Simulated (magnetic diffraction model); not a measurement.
**Solving a magnetic structure from powder neutron data: DyCuAg2Cl6**

Space group Fm-3m (no. 225), a = 9.8710 Å.

| site | atom | x | y | z |
| --- | --- | --- | --- | --- |
| 4a | Dy | 0 | 0 | 0 |
| 8c | Ag | 1/4 | 3/4 | 3/4 |
| 4b | Cu | 1/2 | 0 | 0 |
| 24e | Cl | 0 | 0 | 0.7450 |

This is a made-up structure (elements placed in a structure type, unrelaxed), so the numbers test the method and describe no known phase.

Only Dy is taken to order (form factors of Dy3+); orders and moment sizes are assumed, and not adapted to the symmetry. Radiation: neutrons of λ = 1.8 Å (absorption by Dy left out), 3° to 75°; isotropic B of 0.38 Å² (Dy), 0.47 Å² (Ag), 0.41 Å² (Cu) and 0.46 Å² (Cl). The intensities are simulated: I ∝ L Σ (|F_N|² + |F_M⊥|²) for unpolarised neutrons, with F_M = 2.695 fm/μB × Σ f(s) S exp(2πi Q·r) exp(−B s²) at Q = H ± k (one set where k and −k are equivalent), only the part normal to Q counting and L = 1/(sin²θ cos θ). For collinear order S is the moment m, which repeats by lattice and centring translations R with the sign exp(−2πi k·R). Form factors are spin-only for 3d ions and dipole or tabulated for f ions, scattering lengths are Sears's of 1992, and absorption is left out. A label names one of the reflections at its angle. The strongest nuclear line in the range is 100, and lines under 0.2 are left out.

Above the ordering temperature:

```
2θ (°)    index      I
 18.17  (1 1 1)    4.1
 21.01  (2 0 0)   43.3
 29.89  (2 2 0)   12.9
 35.20  (3 1 1)    6.0
 36.82  (2 2 2)   37.9
 42.78  (4 0 0)   95.7
 46.84  (3 3 1)    5.5
 48.13  (4 2 0)   35.8
 53.06  (4 2 2)    8.9
 56.56  (5 1 1)    2.6
 62.10  (4 4 0)  100.0
 65.29  (5 3 1)    2.4
 66.33  (6 0 0)   26.2
 70.43  (6 2 0)    6.0
 73.44  (5 3 3)    1.7
 74.43  (6 2 2)   33.6
```

Below it (cell unchanged):

```
2θ (°)      I
 18.17   17.6
 21.01   50.8
 29.89   19.8
 35.20   15.4
 36.82   40.8
 42.78   97.2
 46.84   10.2
 48.13   40.2
 53.06   12.3
 56.56    6.4
 62.10  101.1
 65.29    6.3
 66.33   28.5
 70.43    7.6
 73.44    3.1
 74.43   35.0
```

**Question.** Find the propagation vector, then choose among these models:
A. collinear moments along [100], 6.3 μB on Dy
B. collinear moments along [111], 6.3 μB on Dy
C. collinear moments along [001], 6.3 μB on Dy

No line moves, and magnetic intensity falls on nuclear lines such as the one at 18.17°, so the magnetic cell equals the chemical primitive cell: k = 0.

Magnetic intensity, observed (below minus above) and for each model:

| 2θ (°) | index | observed | A | B | C |
| --- | --- | --- | --- | --- | --- |
| 35.20 | (3 1 1) | 9.4 | 9.4 | 9.4 | 9.4 |
| 36.82 | (2 2 2) | 2.8 | 2.8 | 2.8 | 2.8 |
| 42.78 | (4 0 0) | 1.5 | 1.5 | 1.5 | 1.5 |
| 65.29 | (5 3 1) | 3.9 | 3.9 | 3.9 | 3.9 |
| 66.33 | (6 0 0) | 2.3 | 2.3 | 2.3 | 2.3 |
| 70.43 | (6 2 0) | 1.6 | 1.6 | 1.6 | 1.6 |
| 73.44 | (5 3 3) | 1.4 | 1.4 | 1.4 | 1.4 |
| 74.43 | (6 2 2) | 1.4 | 1.4 | 1.4 | 1.4 |

Models A, B and C match alike on every line, so these data can't choose among them (such ties are often domains of one structure): a powder sees only the angle between collinear moments and the unique axis of a uniaxial spin configuration, and no direction at all where the configuration is cubic.

The structure used: k = (0 0 0), collinear moments along [001], 6.3 μB on Dy.

[Logs are printed without paths, hosts, clocks, repeated set-up lines and the standing remarks that a program may print on its own settings, such as how far it seeks lower states.]
